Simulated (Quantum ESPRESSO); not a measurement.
The Mg K edge of atom 4 in Sr2MgReO6 (I4/m), with 6 O at 2.07 Å (octahedral, site symmetry 4/m), was computed in 2 ways: excited-electron core hole (neutral cell) and no core hole. Program and functional: Quantum ESPRESSO XSpectra, LDA, without spin-orbit coupling, Lorentzian half width 0.3 eV up to 4 eV, rising linearly to 2.5 eV at 25 eV; cells of 10 atoms.

Each run is counted from its own lowest empty level or Fermi level and scaled to a mean of 1 over its first 20 eV.

```tsv
E (eV)	run 1	run 2
-2.0	0.02	0.01
-1.0	0.03	0.02
0.0	0.07	0.05
1.0	0.06	0.03
2.0	0.11	0.04
3.0	0.32	0.06
4.0	1.03	0.28
5.0	0.69	0.59
6.0	0.73	0.28
7.0	0.99	0.26
8.0	1.92	0.33
9.0	3.03	0.55
10.0	2.41	0.98
11.0	1.49	1.62
12.0	1.05	2.31
13.0	0.90	2.27
14.0	0.87	1.95
15.0	0.87	1.70
16.0	0.85	1.62
17.0	0.82	1.58
18.0	0.79	1.50
19.0	0.76	1.41
20.0	0.76	1.33
21.0	0.79	1.28
22.0	0.80	1.27
23.0	0.79	1.29
24.0	0.75	1.33
25.0	0.70	1.34
26.0	0.65	1.29
27.0	0.61	1.18
28.0	0.58	1.06
29.0	0.58	0.97
30.0	0.58	0.91
31.0	0.58	0.89
32.0	0.57	0.88
```

**Question.** Which run is which?

Run 1: excited-electron core hole (neutral cell) (area from −2 to 6 eV 2.6, main maxima 4.2 eV (1.05) and 9.1 eV (3.05)). Run 2: no core hole (area from −2 to 6 eV 1.2, main maxima 4.8 eV (0.62) and 12.4 eV (2.39)). With each curve scaled to its own mean, the area from −2 to 6 eV with the hole is 2.6 against 1.2, and the centre of weight from −1 to 20 eV moves by -2.8 eV: the hole pulls the absorber's empty states down.

[Banner, clock and machine lines of the logs are left out without a mark of their own.]

[Logs are printed without paths, hosts, clocks, repeated set-up lines and the standing remarks that a program may print on its own settings, such as how far it seeks lower states.]

[Hosts, paths, dates, database ids (printed as entryN), source tags and the programs' standing remarks are cut or masked in the printed files.]

[Lists of maxima count a maximum above −3 eV only where it reaches 4 % of the highest in the window and stands out from its surroundings by 2 % of it (1.5 % where it reaches 55 %); shoulders and weaker maxima are passed over, and of the rest the first, up to two pre-edge ones and the few strongest are named.]
